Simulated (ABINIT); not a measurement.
**GaP (F-43m): G0W0 in ABINIT against the bands in the self-energy**

How does the gap of GaP (F-43m) converge in the bands in the self-energy?

Program: ABINIT 10.8.3. Level of theory: PBE and many-body steps on it, plane waves. Results are calculated unless marked as measured.

## 1. Starting point

Symmetry: F-43m, No. 216, cubic system. Conventional cell: a = 5.450 Å, b = 5.450 Å, c = 5.450 Å, α = 90.00°, β = 90.00°, γ = 90.00°. Nearest to Ga lie 4 P at 2.36 Å. P has 4 Ga at 2.36 Å nearest. Farther neighbours are not listed.

The cell and positions come from the Crystallography Open Database and are kept as given unless a step says otherwise.

## 2. Screening, 4×4×4 mesh, 100 bands, screening to 176.9 eV

This step: ABINIT 10.8.3; RPA screening on PBE, plane waves, norm-conserving pseudopotentials.

The RPA dielectric matrix is built and inverted for each q.

File run.abi:

```
acell 3*1.0 Angstrom
rprim 
  0.000000000000 2.725250000000 2.725250000000
  2.725250000000 0.000000000000 2.725250000000
  2.725250000000 2.725250000000 0.000000000000
ntypat 2
znucl 31 15
natom 2
typat 1 2
xred 
  0.000000000000 0.000000000000 0.000000000000
  0.250000000000 0.250000000000 0.250000000000
pp_dirpath "pseudos"
pseudos "Ga.upf, P.upf"
ecut 36
ngkpt 4 4 4
nshiftk 1
shiftk 0 0 0
kptopt 1
chksymbreak 0
istwfk *1
occopt 1
irdwfk 1
optdriver 3
nband 100
ecuteps 6.5
inclvkb 2
awtr 1
symchi 1
indata_prefix "in"
outdata_prefix "out"
tmpdata_prefix "tmp"
```

Command:

```sh
OMP_NUM_THREADS=1 mpirun -n 4 abinit run.abi > log
```

What it wrote:

```text
.Version 10.8.3 of ABINIT. v10.8.2 released Aug 2026.

 Symmetries : space group F-4 3 m (#216); Bravais cF (face-center cubic)
[... echo of the input left out ...]
== DATASET  1 ==================================================================
-   mpi_nproc: 4, omp_nthreads: 1 (-1 if OMP is not activated)

--- !DatasetInfo
iteration_state: {dtset: 1, }
dimensions: {natom: 2, nkpt: 8, mband: 100, nsppol: 1, nspinor: 1, nspden: 1, mpw: 2832, }
cutoff_energies: {ecut:  36.0, pawecutdg:  -1.0, }
electrons: {nelect:   1.80000000E+01, charge:   0.00000000E+00, occopt:   1.00000000E+00, tsmear:   1.00000000E-02, }

 SCREENING: Calculation of the susceptibility and dielectric matrices

 Based on a program developped by R.W. Godby, V. Olevano, G. Onida, and L. Reining.
 Incorporated in ABINIT by V. Olevano, G.-M. Rignanese, and M. Torrent.
.Using double precision arithmetic ; gwpc =  8

[... cell and pseudopotentials left out ...]
--------------------------------------------------------------------------------

 ==== K-mesh for the wavefunctions ====
 Number of points in the irreducible wedge :     8
[... list of points left out ...]
 Together with 24 symmetry operations and time-reversal symmetry
 yields    64 points in the full Brillouin Zone.

 ==== Q-mesh for the screening function ====
 Number of points in the irreducible wedge :     8
[... list of points left out ...]
 Together with 24 symmetry operations and time-reversal symmetry
 yields    64 points in the full Brillouin Zone.

 setmesh: FFT mesh size selected  =    27x   27x   27
          total number of points  =        19683

 vcoul_init : cutoff-mode = AUXILIARY_FUNCTION
 q-points for optical limit:   1
     1)      0.000010    0.000020    0.000030

- screening: taking advantage of time-reversal symmetry
- Maximum band index for partially occupied states nbvw = 9
- Remaining bands to be divided among processors   nbcw = 91
- Number of bands treated by each node ~22

 Number of electrons calculated from density =   18.0000; Expected =   18.0000
 average of density, n =  0.065891
 r_s =    1.5359
 omega_plasma =   24.7610 [eV]

 calculating chi0 at frequencies [eV] :
  1    0.000000E+00    0.000000E+00
  2    0.000000E+00    2.476105E+01

--------------------------------------------------------------------------------
  q-point number  1        q = ( 0.000000, 0.000000, 0.000000) [r.l.u.]
--------------------------------------------------------------------------------
[... chi0 elements left out ...]
 For q-point:  0.000010 0.000020 0.000030
  dielectric constant =  18.0732
  dielectric constant without local fields =  19.6151

  Average fulfillment of the sum rule on Im[epsilon] for q-point    1 :     65.95  [%]
[... wings left out ...]
  q-point number  2        q = ( 0.250000, 0.000000, 0.000000) [r.l.u.]
--------------------------------------------------------------------------------
[... chi0 elements left out ...]
  Average fulfillment of the sum rule on Im[epsilon] for q-point    2 :     79.31  [%]

 [... 6 further q-points ...]
```

Wall time 18 s (4 MPI ranks of Arm Neoverse V1, shared host); peak memory 0.65 GiB; 73 s of CPU time.

This step gave:

* ε∞ with local fields, on this mesh, along the program's q direction: 18.07
* the same without local fields: 19.62
* plasma frequency: 24.76 eV
* plane waves in the screening matrix: 181

Local fields lower ε∞ by 8 %. On a Γ-centred mesh this coarse the value itself is usually too large, while a short band sum pulls it down.

## 3. 17 bands

This step: G0W0 on PBE, plane waves, norm-conserving pseudopotentials.

Edit run.abi of step 2 so:

```diff
@@ -23,8 +23,17 @@
 irdwfk 1
-optdriver 3
-nband 100
+optdriver 4
+nband 17
+gwcalctyp 0
+ecutsigx 36
+symsigma 1
+nkptgw 2
+kptgw 
+  0.0000000000 0.0000000000 0.0000000000
+  0.5000000000 0.5000000000 0.0000000000
+bdgw 
+  7 13
+  8 11
 ecuteps 6.5
-inclvkb 2
-awtr 1
-symchi 1
+irdscr 1
+ppmodel 1
 indata_prefix "in"
```

What it wrote:

```text
.Version 10.8.3 of ABINIT. v10.8.2 released Aug 2026.

 Symmetries : space group F-4 3 m (#216); Bravais cF (face-center cubic)
[... echo of the input left out ...]
== DATASET  1 ==================================================================
-   mpi_nproc: 4, omp_nthreads: 1 (-1 if OMP is not activated)

--- !DatasetInfo
iteration_state: {dtset: 1, }
dimensions: {natom: 2, nkpt: 8, mband: 17, nsppol: 1, nspinor: 1, nspden: 1, mpw: 2832, }
cutoff_energies: {ecut:  36.0, pawecutdg:  -1.0, }
electrons: {nelect:   1.80000000E+01, charge:   0.00000000E+00, occopt:   1.00000000E+00, tsmear:   1.00000000E-02, }

 SIGMA: Calculation of the GW corrections

 Based on a program developped by R.W. Godby, V. Olevano, G. Onida, and L. Reining.
 Incorporated in ABINIT by V. Olevano, G.-M. Rignanese, and M. Torrent.
.Using double precision arithmetic ; gwpc =  8

[... cell and pseudopotentials left out ...]
--------------------------------------------------------------------------------

 ==== K-mesh for the wavefunctions ====
 Number of points in the irreducible wedge :     8
[... list of points left out ...]
 Together with 24 symmetry operations and time-reversal symmetry
 yields    64 points in the full Brillouin Zone.

 ==== Q-mesh for screening function ====
 Number of points in the irreducible wedge :     8
[... list of points left out ...]
 Together with 24 symmetry operations and time-reversal symmetry
 yields    64 points in the full Brillouin Zone.

 vcoul_init : cutoff-mode = AUXILIARY_FUNCTION
 q-points for optical limit:   1
     1)      0.000010    0.000020    0.000030
 setmesh: FFT mesh size selected  =    40x   40x   40
          total number of points  =        64000

 Number of electrons calculated from density =   18.0000; Expected =   18.0000
 average of density, n =  0.065891
 r_s =    1.5359
 omega_plasma =   24.7610 [eV]

 === KS Band Gaps ===
  >>>> For spin  1
   Minimum direct gap =   1.8169 [eV], located at k-point      :   0.0000  0.0000  0.0000
   Fundamental gap    =   1.6526 [eV], Top of valence bands at :   0.0000  0.0000  0.0000
                                       Bottom of conduction at :   0.5000  0.5000  0.0000
 SIGMA fundamental parameters:
 PLASMON POLE MODEL  1
 number of plane-waves for SigmaX                 2741
 number of plane-waves for SigmaC and W            181
 number of plane-waves for wavefunctions          2741
 number of bands                                    17
 number of independent spin polarizations            1
 number of spinorial components                      1
 number of k-points in IBZ                           8
 number of q-points in IBZ                           8
 number of symmetry operations                      24
 number of k-points in BZ                           64
 number of q-points in BZ                           64
 number of frequencies for dSigma/dE                 9
 frequency step for dSigma/dE [eV]                0.25
 number of omega for Sigma on real axis              0
 max omega for Sigma on real axis  [eV]           0.00
 zcut for avoiding poles [eV]                     0.10

 EPSILON^-1 parameters (SCR file):
 dimension of the eps^-1 matrix on file            181
 dimension of the eps^-1 matrix used               181
 number of plane-waves for wavefunctions          2741
 number of bands                                   100
 number of q-points in IBZ                           8
 number of frequencies                               2
 number of real frequencies                          1
 number of imag frequencies                          1

 matrix elements of self-energy operator (all in [eV])

 Perturbative Calculation

--- !SelfEnergy_ee
iteration_state: {dtset: 1, }
kpoint     : [   0.000,    0.000,    0.000, ]
spin       : 1
KS_gap     :    1.817
QP_gap     :    2.400
Delta_QP_KS:    0.583
data: !SigmaeeData |
     Band     E0 <VxcDFT>   SigX SigC(E0)      Z dSigC/dE  Sig(E)    E-E0       E
        7   4.357 -12.838 -14.651   2.591   0.796  -0.256 -12.219   0.619   4.976
        8   4.357 -12.838 -14.651   2.591   0.796  -0.256 -12.219   0.619   4.976
        9   4.357 -12.838 -14.651   2.591   0.796  -0.256 -12.219   0.619   4.976
       10   6.174 -12.306  -7.906  -2.903   0.803  -0.245 -11.103   1.202   7.376
       11   8.244 -10.862  -6.778  -2.691   0.810  -0.234  -9.733   1.130   9.374
       12   8.244 -10.862  -6.778  -2.691   0.810  -0.234  -9.733   1.130   9.374
       13   8.244 -10.862  -6.778  -2.691   0.810  -0.234  -9.733   1.130   9.374

--- !SelfEnergy_ee
iteration_state: {dtset: 1, }
kpoint     : [   0.500,    0.500,    0.000, ]
spin       : 1
KS_gap     :    4.335
QP_gap     :    5.135
Delta_QP_KS:    0.799
data: !SigmaeeData |
     Band     E0 <VxcDFT>   SigX SigC(E0)      Z dSigC/dE  Sig(E)    E-E0       E
        8   1.674 -11.507 -14.675   3.228   0.782  -0.279 -11.460   0.047   1.722
        9   1.674 -11.507 -14.675   3.228   0.782  -0.279 -11.460   0.047   1.722
       10   6.010  -9.355  -5.501  -2.822   0.821  -0.219  -8.508   0.847   6.856
       11   6.179 -10.511  -6.390  -2.777   0.814  -0.228  -9.416   1.094   7.274

== END DATASET(S) ==============================================================
================================================================================

 -outvars: echo values of variables after computation  --------
           etotal      0.0000000000E+00
            nband          17
             nkpt           8
          spgroup         216
 [... the other variables as echoed above ...]

 Calculation completed.
```

Run time: 3.8 s. Hardware: 4 MPI ranks; peak memory 0.53 GiB.

This step gave:

```
G0W0 gap on the points computed              : 1.88 eV
starting gap on the mesh                     : 1.653 eV
k of the valence top                         : 0, 0, 0
k of the conduction bottom                   : 0.5, 0.5, 0
Z at the valence top                         : 0.796
Z at the conduction bottom                   : 0.821
least direct G0W0 gap on the computed points : 2.400 eV
```

## 4. 32 bands

The self-energy is evaluated for the states that the input lists, and the levels follow from it, in one-shot runs by the linearised quasiparticle equation.

Edit run.abi of step 3 so:

```diff
@@ -24,3 +24,3 @@
 optdriver 4
-nband 17
+nband 32
 gwcalctyp 0
```

What it wrote:

```text
.Version 10.8.3 of ABINIT. v10.8.2 released Aug 2026.

 Symmetries : space group F-4 3 m (#216); Bravais cF (face-center cubic)
[... echo of the input left out ...]
== DATASET  1 ==================================================================
-   mpi_nproc: 4, omp_nthreads: 1 (-1 if OMP is not activated)

--- !DatasetInfo
iteration_state: {dtset: 1, }
dimensions: {natom: 2, nkpt: 8, mband: 32, nsppol: 1, nspinor: 1, nspden: 1, mpw: 2832, }
cutoff_energies: {ecut:  36.0, pawecutdg:  -1.0, }
electrons: {nelect:   1.80000000E+01, charge:   0.00000000E+00, occopt:   1.00000000E+00, tsmear:   1.00000000E-02, }

 SIGMA: Calculation of the GW corrections

 Based on a program developped by R.W. Godby, V. Olevano, G. Onida, and L. Reining.
 Incorporated in ABINIT by V. Olevano, G.-M. Rignanese, and M. Torrent.
.Using double precision arithmetic ; gwpc =  8

[... cell and pseudopotentials left out ...]
--------------------------------------------------------------------------------

 ==== K-mesh for the wavefunctions ====
 Number of points in the irreducible wedge :     8
[... list of points left out ...]
 Together with 24 symmetry operations and time-reversal symmetry
 yields    64 points in the full Brillouin Zone.

 ==== Q-mesh for screening function ====
 Number of points in the irreducible wedge :     8
[... list of points left out ...]
 Together with 24 symmetry operations and time-reversal symmetry
 yields    64 points in the full Brillouin Zone.

 vcoul_init : cutoff-mode = AUXILIARY_FUNCTION
 q-points for optical limit:   1
     1)      0.000010    0.000020    0.000030
 setmesh: FFT mesh size selected  =    40x   40x   40
          total number of points  =        64000

 Number of electrons calculated from density =   18.0000; Expected =   18.0000
[...]
number of omega for Sigma on real axis              0
 max omega for Sigma on real axis  [eV]           0.00
 zcut for avoiding poles [eV]                     0.10

 EPSILON^-1 parameters (SCR file):
 dimension of the eps^-1 matrix on file            181
 dimension of the eps^-1 matrix used               181
 number of plane-waves for wavefunctions          2741
 number of bands                                   100
 number of q-points in IBZ                           8
 number of frequencies                               2
 number of real frequencies                          1
 number of imag frequencies                          1

 matrix elements of self-energy operator (all in [eV])

 Perturbative Calculation

--- !SelfEnergy_ee
iteration_state: {dtset: 1, }
kpoint     : [   0.000,    0.000,    0.000, ]
spin       : 1
KS_gap     :    1.817
QP_gap     :    2.351
Delta_QP_KS:    0.534
data: !SigmaeeData |
     Band     E0 <VxcDFT>   SigX SigC(E0)      Z dSigC/dE  Sig(E)    E-E0       E
        7   4.357 -12.838 -14.651   1.743   0.785  -0.274 -12.893  -0.055   4.302
        8   4.357 -12.838 -14.651   1.743   0.785  -0.274 -12.893  -0.055   4.302
        9   4.357 -12.838 -14.651   1.743   0.785  -0.274 -12.893  -0.055   4.302
[...]
--- !SelfEnergy_ee
iteration_state: {dtset: 1, }
kpoint     : [   0.500,    0.500,    0.000, ]
spin       : 1
KS_gap     :    4.335
QP_gap     :    5.095
Delta_QP_KS:    0.760
data: !SigmaeeData |
     Band     E0 <VxcDFT>   SigX SigC(E0)      Z dSigC/dE  Sig(E)    E-E0       E
[...]
10   6.010  -9.355  -5.501  -3.509   0.810  -0.235  -9.076   0.279   6.289
       11   6.179 -10.511  -6.390  -3.545   0.802  -0.246 -10.048   0.462   6.642

== END DATASET(S) ==============================================================
================================================================================

 -outvars: echo values of variables after computation  --------
           etotal      0.0000000000E+00
            nband          32
             nkpt           8
          spgroup         216
 [... the other variables as echoed above ...]

 Calculation completed.
```

The job ended after 4.4 s (4 MPI ranks; peak memory 0.53 GiB).

Numbers from this step:

```yaml
g0w0_gap_on_the_points_computed: 1.987 eV
starting_gap_on_the_mesh: 1.653 eV
k_of_the_valence_top: 0, 0, 0
k_of_the_conduction_bottom: 0.5, 0.5, 0
z_at_the_valence_top: 0.785
z_at_the_conduction_bottom: 0.81
least_direct_g0w0_gap_on_the_computed_points: 2.351 eV
```

The gap on the mesh goes from 1.65 eV to 1.99 eV, a correction of +0.33 eV.

## 5. 62 bands

Edit run.abi of step 4 so:

```diff
@@ -24,3 +24,3 @@
 optdriver 4
-nband 32
+nband 62
 gwcalctyp 0
```

What it wrote:

```text
.Version 10.8.3 of ABINIT. v10.8.2 released Aug 2026.

 Symmetries : space group F-4 3 m (#216); Bravais cF (face-center cubic)
[... echo of the input left out ...]
== DATASET  1 ==================================================================
-   mpi_nproc: 4, omp_nthreads: 1 (-1 if OMP is not activated)

--- !DatasetInfo
iteration_state: {dtset: 1, }
dimensions: {natom: 2, nkpt: 8, mband: 62, nsppol: 1, nspinor: 1, nspden: 1, mpw: 2832, }
cutoff_energies: {ecut:  36.0, pawecutdg:  -1.0, }
[...]
Band     E0 <VxcDFT>   SigX SigC(E0)      Z dSigC/dE  Sig(E)    E-E0       E
[...]
10   6.010  -9.355  -5.501  -3.772   0.807  -0.239  -9.289   0.066   6.076
       11   6.179 -10.511  -6.390  -3.860   0.800  -0.251 -10.302   0.209   6.388

== END DATASET(S) ==============================================================
================================================================================

 -outvars: echo values of variables after computation  --------
           etotal      0.0000000000E+00
            nband          62
             nkpt           8
          spgroup         216
 [... the other variables as echoed above ...]

 Calculation completed.
```

The job ended after 5.9 s (4 MPI ranks; peak memory 0.54 GiB; 23 s of CPU time).

Numbers from this step:

```
G0W0 gap on the points computed              : 2.070 eV
starting gap on the mesh                     : 1.653 eV
k of the valence top                         : 0, 0, 0
k of the conduction bottom                   : 0.5, 0.5, 0
least direct G0W0 gap on the computed points : 2.33 eV
```

Against the run before, the gap moves by +0.083 eV.

## 6. 100 bands

Edit run.abi of step 5 so:

```diff
@@ -24,3 +24,3 @@
 optdriver 4
-nband 62
+nband 100
 gwcalctyp 0
```

What it wrote:

```text
.Version 10.8.3 of ABINIT. v10.8.2 released Aug 2026.

 Symmetries : space group F-4 3 m (#216); Bravais cF (face-center cubic)
[... echo of the input left out ...]
== DATASET  1 ==================================================================
-   mpi_nproc: 4, omp_nthreads: 1 (-1 if OMP is not activated)

--- !DatasetInfo
iteration_state: {dtset: 1, }
dimensions: {natom: 2, nkpt: 8, mband: 100, nsppol: 1, nspinor: 1, nspden: 1, mpw: 2832, }
cutoff_energies: {ecut:  36.0, pawecutdg:  -1.0, }
[...]
Band     E0 <VxcDFT>   SigX SigC(E0)      Z dSigC/dE  Sig(E)    E-E0       E
[...]
10   6.010  -9.355  -5.501  -3.854   0.807  -0.239  -9.355   0.000   6.010
       11   6.179 -10.511  -6.390  -3.965   0.799  -0.252 -10.386   0.124   6.304

== END DATASET(S) ==============================================================
================================================================================

 -outvars: echo values of variables after computation  --------
           etotal      0.0000000000E+00
            nband         100
             nkpt           8
          spgroup         216
 [... the other variables as echoed above ...]

 Calculation completed.
```

Elapsed: 7.6 s, on 4 MPI ranks; peak memory 0.64 GiB.

This step gave:

* G0W0 gap on the points computed: 2.114 eV
* starting gap on the mesh: 1.653 eV
* k of the valence top: 0, 0, 0
* k of the conduction bottom: 0.5, 0.5, 0
* least direct G0W0 gap on the computed points: 2.334 eV

Against the run before, the gap moves by +0.044 eV.

## 7. The runs together

Times are wall times on 4 MPI ranks of Arm Neoverse V1, shared host, good to a factor of about two. A run's time includes the screening step that it read.

| run | mesh | bands | screening cutoff (eV) | DFT gap (eV) | gap on the mesh (eV) | direct (eV) | ε∞ used | time |
| --- | --- | --- | --- | --- | --- | --- | --- | --- |
| 17 bands | 4×4×4 | 17 | 176.9 | 1.653 | 1.880 | 2.400 | 18.07 | 22 s |
| 32 bands | 4×4×4 | 32 | 176.9 | 1.653 | 1.987 | 2.351 | 18.07 | 23 s |
| 62 bands | 4×4×4 | 62 | 176.9 | 1.653 | 2.070 | 2.330 | 18.07 | 24 s |
| 100 bands | 4×4×4 | 100 | 176.9 | 1.653 | 2.114 | 2.334 | 18.07 | 26 s |

## 8. Outcome

| Quantity | Value |
| --- | --- |
| 17 bands | 1.880 eV |
| 32 bands | 1.987 eV |
| 62 bands | 2.070 eV |
| 100 bands | 2.114 eV |
| known limits | not at the basis limit; exchange with frozen shells missing; no spin-orbit coupling; coarse k mesh |

The setting moved: bands in the self-energy. From 17 bands to 100 bands the gap moves by +0.23 eV. The last step still moves it by +0.044 eV. Bands and screening cutoff are coupled, so a series along one setting does not show full convergence. Bands and cutoff are finite, so the gap is not at the basis limit. The miss can reach some tenths of an eV and take either sign; the mesh is an error of its own. In the first G0W0 run levels were corrected at 2 k points alone, so a gap called «on the mesh» is the least over those, and an edge elsewhere would be missed. The 4×4×4 mesh is coarse for this cell, which bears on the long-range parts of exchange and screening. The norm-conserving file of at least one element keeps a d shell over frozen s and p shells of the same row. Exchange with those shells is missing from the self-energy, an error of 0.3 to 0.9 eV in cases checked, whose sign depends on which edge lies on those atoms. The many-body steps are scalar-relativistic: spin-orbit coupling is not in them.

[Paths, hosts, dates, memory and timing lines, banners, echoed tables and standing remarks are left out of the program output.]

[Logs are printed without paths, hosts, clocks, repeated set-up lines and the standing remarks that a program may print on its own settings, such as how far it seeks lower states.]

[Runs of the session that timed out or met a known fault of the program may be left out.]

[No measured gap is set beside runs whose start may be inverted or whose files or cutoffs have a known fault.]

[Hosts, paths, dates, database ids (printed as entryN), source tags and the programs' standing remarks are cut or masked in the printed files.]

[G0W0 gaps are taken among the corrected bands and points alone; a level outside them can change the order at an edge.]

[Where Ansatz stands beside ABINIT at settings called matched, ABINIT's density can come from a denser mesh and the files from another edition; pairs whose starting gaps differed by over 0.03 eV were left out, so agreement reads better than it is.]
